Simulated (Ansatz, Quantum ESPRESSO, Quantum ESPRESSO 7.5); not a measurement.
# Complex bands of BP, zinc blende type, lattice constant set to 4.481 Å

Aim: how fast states decay in the gap of BP, zinc blende type, lattice constant set to 4.481 Å.

Method: plane-wave DFT, LDA, GBRV ultrasoft pseudopotentials (cross-check by Ansatz 0.2.0 with PAW datasets), in Quantum ESPRESSO 7.5.

### 1. Set-up

It takes space group F-43m (No. 216, cubic). The conventional cell has a = 4.481 Å, b = 4.481 Å, c = 4.481 Å, α = 90.00°, β = 90.00°, γ = 90.00°. B has 4 P at 1.94 Å nearest. Nearest to P lie 4 B at 1.94 Å. Farther neighbours are not listed.

### 2. Ground state

pwcond needs a cell whose third axis lies along the current and stands perpendicular to the other two.

scf.in

```
&control
  prefix = 'scf'
  outdir = './out'
  pseudo_dir = './pseudo'
  calculation = 'scf'
  tprnfor = .true.
/
&system
  ibrav = 0
  nat = 4
  ntyp = 2
  ecutwfc = 40
  ecutrho = 200
  occupations = 'fixed'
  nbnd = 12
/
&electrons
  conv_thr = 1e-09
  mixing_beta = 0.6
  electron_maxstep = 120
/
ATOMIC_SPECIES
  B   10.8100  b_lda_v1.4.uspp.F.UPF
  P   30.9738  p_lda_v1.5.uspp.F.UPF
CELL_PARAMETERS angstrom
  3.16854548649692 0.00000000000000 0.00000000000000
  0.00000000000000 3.16854548649692 0.00000000000000
  0.00000000000000 0.00000000000000 4.48100000000000
ATOMIC_POSITIONS crystal
  B   0.000000000000 0.000000000000 0.000000000000
  P   0.500000000000 0.000000000000 0.250000000000
  B   0.500000000000 0.500000000000 0.500000000000
  P   0.000000000000 0.500000000000 0.750000000000
K_POINTS automatic
  8 8 6 0 0 0
```

Started as:

```bash
> OMP_NUM_THREADS=1 mpirun -n 2 pw.x -nk 2 -in scf.in > scf.out
```

Log:

```text
Program PWSCF v.7.5 starts
[citation notice left out]

     Parallel version (MPI & OpenMP), running on       2 processor cores
     Number of MPI processes:                 2
     Threads/MPI process:                     1

     MPI processes distributed on     1 nodes
[...]
Current dimensions of program PWSCF are:
     Max number of different atomic species (ntypx) = 10
     Max number of k-points (npk) =  40000
     Max angular momentum in pseudopotentials (lmaxx) =  4
     Found identity + ( -0.5000 -0.5000 -0.5000) symmetry
     This is a supercell, fractional translations are disabled
     Message from routine setup:
     using ibrav=0 with symmetry is DISCOURAGED, use correct ibrav instead

     K-points division:     npool     =       2
     Subspace diagonalization in iterative solution of the eigenvalue problem:
     a serial algorithm will be used

     G-vector sticks info
     --------------------
     sticks:   dense  smooth     PW     G-vecs:    dense   smooth      PW
     Sum         577     457    145                14559    10283    1875

     Using Slab Decomposition

     bravais-lattice index     =            0
     lattice parameter (alat)  =       5.9877  a.u.
     unit-cell volume          =     303.5928 (a.u.)^3
     number of atoms/cell      =            4
     number of atomic types    =            2
     number of electrons       =        16.00
     number of Kohn-Sham states=           12
     kinetic-energy cutoff     =      40.0000  Ry
     charge density cutoff     =     200.0000  Ry
     scf convergence threshold =      1.0E-09
     mixing beta               =       0.6000
     number of iterations used =            8  plain     mixing
     Exchange-correlation=  SLA  PZ   NOGX NOGC
                           (   1   1   0   0   0   0   0)

     celldm(1)=   5.987683  celldm(2)=   0.000000  celldm(3)=   0.000000
     celldm(4)=   0.000000  celldm(5)=   0.000000  celldm(6)=   0.000000

     crystal axes: (cart. coord. in units of alat)
               a(1) = (   1.000000   0.000000   0.000000 )
               a(2) = (   0.000000   1.000000   0.000000 )
               a(3) = (   0.000000   0.000000   1.414214 )

     reciprocal axes: (cart. coord. in units 2 pi/alat)
               b(1) = (  1.000000  0.000000  0.000000 )
               b(2) = (  0.000000  1.000000  0.000000 )
               b(3) = (  0.000000  0.000000  0.707107 )

     PseudoPot. # 1 for B  read from file:
     ./pseudo/b_lda_v1.4.uspp.F.UPF
     Pseudo is Ultrasoft + core correction, Zval =  3.0
     Generated by new atomic code, or converted to UPF format
     Using radial grid of  781 points,  4 beta functions with:
                l(1) =   0
                l(2) =   0
                l(3) =   1
                l(4) =   1
     Q(r) pseudized with  8 coefficients,  rinner =    1.100   1.100   1.100

     PseudoPot. # 2 for P  read from file:
     ./pseudo/p_lda_v1.5.uspp.F.UPF
     Pseudo is Ultrasoft + core correction, Zval =  5.0
     Generated by new atomic code, or converted to UPF format
     Using radial grid of  903 points,  6 beta functions with:
                l(1) =   0
                l(2) =   0
                l(3) =   1
                l(4) =   1
                l(5) =   2
                l(6) =   2
     Q(r) pseudized with  8 coefficients,  rinner =    1.300   1.300   1.300
                                                       1.300   1.300

     atomic species   valence    mass     pseudopotential
     B                 3.00    10.81000     B ( 1.00)
     P                 5.00    30.97380     P ( 1.00)

      8 Sym. Ops. (no inversion) found

   Cartesian axes

     site n.     atom                  positions (alat units)
         1        B      tau(   1) = (   0.0000000   0.0000000   0.0000000  )
         2        P      tau(   2) = (   0.5000000   0.0000000   0.3535534  )
         3        B      tau(   3) = (   0.5000000   0.5000000   0.7071068  )
         4        P      tau(   4) = (   0.0000000   0.5000000   1.0606602  )

     number of k points=    60
                       cart. coord. in units 2pi/alat
        k(    1) = (   0.0000000   0.0000000   0.0000000), wk =   0.0052083
        k(    2) = (   0.0000000   0.0000000   0.1178511), wk =   0.0104167
        k(    3) = (   0.0000000   0.0000000   0.2357023), wk =   0.0104167
        k(    4) = (   0.0000000   0.0000000  -0.3535534), wk =   0.0052083
        k(    5) = (   0.0000000   0.1250000   0.0000000), wk =   0.0208333
        k(    6) = (   0.0000000   0.1250000   0.1178511), wk =   0.0416667
        k(    7) = (   0.0000000   0.1250000   0.2357023), wk =   0.0416667
        k(    8) = (   0.0000000   0.1250000  -0.3535534), wk =   0.0208333
        k(    9) = (   0.0000000   0.2500000   0.0000000), wk =   0.0208333
        k(   10) = (   0.0000000   0.2500000   0.1178511), wk =   0.0416667
[...]
k(   60) = (  -0.5000000  -0.5000000  -0.3535534), wk =   0.0052083

     Dense  grid:    14559 G-vectors     FFT dimensions: (  27,  27,  40)

     Smooth grid:    10283 G-vectors     FFT dimensions: (  25,  25,  36)

     Estimated max dynamical RAM per process >      40.35 MB

     Estimated total dynamical RAM >      77.15 MB

     Initial potential from superposition of free atoms

     starting charge      15.9992, renormalised to      16.0000
     Starting wfcs are   16 randomized atomic wfcs

     total cpu time spent up to now is        0.8 secs

     per-process dynamical memory:    23.2 Mb

     Self-consistent Calculation

     iteration #  1     ecut=    40.00 Ry     beta= 0.60
     Davidson diagonalization with overlap
     ethr =  1.00E-02,  avg # of iterations =  3.5

     total cpu time spent up to now is        1.2 secs

     total energy              =     -43.94870539 Ry
     estimated scf accuracy    <       0.35595734 Ry

     iteration #  2     ecut=    40.00 Ry     beta= 0.60
[...]
total energy              =     -44.01678826 Ry
     estimated scf accuracy    <       0.02911590 Ry

     iteration #  3     ecut=    40.00 Ry     beta= 0.60
[...]
total energy              =     -44.02012125 Ry
     estimated scf accuracy    <       0.00162228 Ry

     iteration #  4     ecut=    40.00 Ry     beta= 0.60
[...]
total energy              =     -44.02045772 Ry
     estimated scf accuracy    <       0.00023633 Ry

     iteration #  5     ecut=    40.00 Ry     beta= 0.60
[...]
total energy              =     -44.02057185 Ry
     estimated scf accuracy    <       0.00003163 Ry

     iteration #  6     ecut=    40.00 Ry     beta= 0.60
[...]
total energy              =     -44.02058989 Ry
     estimated scf accuracy    <       0.00000121 Ry

     iteration #  7     ecut=    40.00 Ry     beta= 0.60
[...]
total energy              =     -44.02059092 Ry
     estimated scf accuracy    <       0.00000017 Ry

     iteration #  8     ecut=    40.00 Ry     beta= 0.60
[...]
total energy              =     -44.02059099 Ry
     estimated scf accuracy    <       0.00000012 Ry

     iteration #  9     ecut=    40.00 Ry     beta= 0.60
[...]
End of self-consistent calculation

          k = 0.0000 0.0000 0.0000 (  1281 PWs)   bands (ev):

    -6.2061  -1.1803   0.8507   5.2890   5.2890   9.5329   9.5330   9.5330
    10.7654  11.0460  12.9672  12.9672

          k = 0.0000 0.0000 0.1179 (  1277 PWs)   bands (ev):

    -6.0340  -2.1706   2.0329   5.4509   5.4509   8.8783   8.8783   8.9952
    10.6671  11.5788  12.6289  13.8084

          k = 0.0000 0.0000 0.2357 (  1297 PWs)   bands (ev):

    -5.5213  -3.5352   3.9394   5.9311   5.9311   7.6480   7.7414   7.7414
    10.8299  11.9423  12.7221  15.4895

          k = 0.0000 0.0000-0.3536 (  1298 PWs)   bands (ev):

    -4.6793  -4.6793   5.8826   5.8826   6.7106   6.7106   6.7106   6.7106
    11.2842  11.2842  14.4153  14.4153

          k = 0.0000 0.1250 0.0000 (  1284 PWs)   bands (ev):

    -6.0127  -1.1116   0.9778   4.2851   5.4507   8.4053   8.7420   9.4374
    11.0571  12.4572  13.1564  13.3793

          k = 0.0000 0.1250 0.1179 (  1298 PWs)   bands (ev):

    -5.8418  -2.0416   2.0060   4.5513   5.6090   7.3234   8.8691   9.0981
    11.1727  12.7553  13.4339  13.7117

[...]
highest occupied, lowest unoccupied level (ev):     9.5330   10.6671

!    total energy              =     -44.02059101 Ry
     estimated scf accuracy    <          9.4E-11 Ry

     The total energy is the sum of the following terms:
     one-electron contribution =      14.10186392 Ry
     hartree contribution      =       2.45065665 Ry
     xc contribution           =     -18.07280314 Ry
     ewald contribution        =     -42.50030844 Ry

     convergence has been achieved in   9 iterations

     Forces acting on atoms (cartesian axes, Ry/au):

     atom    1 type  1   force =     0.00000000    0.00000000    0.00000000
     atom    2 type  2   force =     0.00000000    0.00000000    0.00000017
     atom    3 type  1   force =     0.00000000    0.00000000    0.00000000
     atom    4 type  2   force =     0.00000000    0.00000000   -0.00000017

     Total force =     0.000000     Total SCF correction =     0.000001
     SCF correction compared to forces is large: reduce conv_thr to get better values

[...]
=------------------------------------------------------------------------------=
   JOB DONE.
=------------------------------------------------------------------------------=
```

The job ended after 4.7 s (2 MPI ranks of Intel Xeon 6975P-C (Granite Rapids), shared host; peak memory 0.17 GiB; 9.2 s of CPU time).

Numbers from this step:

```
free energy                          : -598.9307 eV
valence top, on the run's zero       : 9.533 eV
conduction bottom, on the run's zero : 10.67 eV
gap by band count                    : 1.134 eV
```

The run needed 9 iterations to bring the estimated error under 1e-09 Ry.

(Continued in part 2 of 4.)

[Logs are printed without paths, hosts, clocks, repeated set-up lines and the standing remarks that a program may print on its own settings, such as how far it seeks lower states.]

[Hosts, paths, dates, database ids (printed as entryN), source tags and the programs' standing remarks are cut or masked in the printed files.]

[Maps of the electrostatic potential energy from Ansatz leave out the sawtooth potential of an applied field or a dipole correction, so their vacuum need not be flat; planar profiles and work functions include it.]
